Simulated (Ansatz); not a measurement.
In doubt: masses and optical values from hybrid runs of this build are listed as unsure (in some of the runs), which bears on the screening that GW takes from such a start.

System: KLaMgWO6 (F-43m).

```xyz
10
Lattice="0.0000 3.9964 3.9964 3.9964 0.0000 3.9964 3.9964 3.9964 0.0000" Properties=species:S:1:pos:R:3 pbc="T T T"
K     5.9947    5.9947    5.9947
La    1.9982    1.9982    1.9982
Mg    0.0000    0.0000    0.0000
W     3.9964    3.9964    3.9964
O     2.0552    3.9964    3.9964
O     5.9377    3.9964    3.9964
O     3.9964    3.9964    5.9377
O     3.9964    3.9964    2.0552
O     3.9964    2.0552    3.9964
O     3.9964    5.9377    3.9964
```

The cell and positions are those that the Materials Project relaxed with its own functionals (PBE, PBE+U or r2SCAN), kept fixed. Spin-orbit coupling is left out unless a run names it.

Gaps computed with Ansatz 0.2.0 without a self-energy: HSE06 3.99 eV, r2SCAN 2.91 eV and PBE0 4.75 eV.

What gap should G0W0 on HSE06 give (4×4×4 mesh, 700 empty bands, screening to 180 eV, PAW set soft_1 files)?

About 4.59 eV: on its mesh the run moves the gap from 3.99 eV by +0.60 eV. Among the scalar-relativistic levels given, PBE0 is nearest (+0.16 eV). Bands and cutoff are finite, so the gap is not at the basis limit. The miss can reach some tenths of an eV and take either sign; the mesh is an error of its own. Empty 4f levels lie among the conduction bands. Their place in the start is unsure; it enters the screening, and the edge itself where they lie low. The many-body steps are scalar-relativistic: spin-orbit coupling is not in them.

[Paths, hosts, dates, memory and timing lines, banners, echoed tables and standing remarks are left out of the program output.]

[Logs are printed without paths, hosts, clocks, repeated set-up lines and the standing remarks that a program may print on its own settings, such as how far it seeks lower states.]

[Runs of the session that timed out or met a known fault of the program may be left out.]

[Cells called generated may have been cut or substituted from an entry of the Crystallography Open Database or the Materials Project.]

[Hosts, paths, dates, database ids (printed as entryN), source tags and the programs' standing remarks are cut or masked in the printed files.]
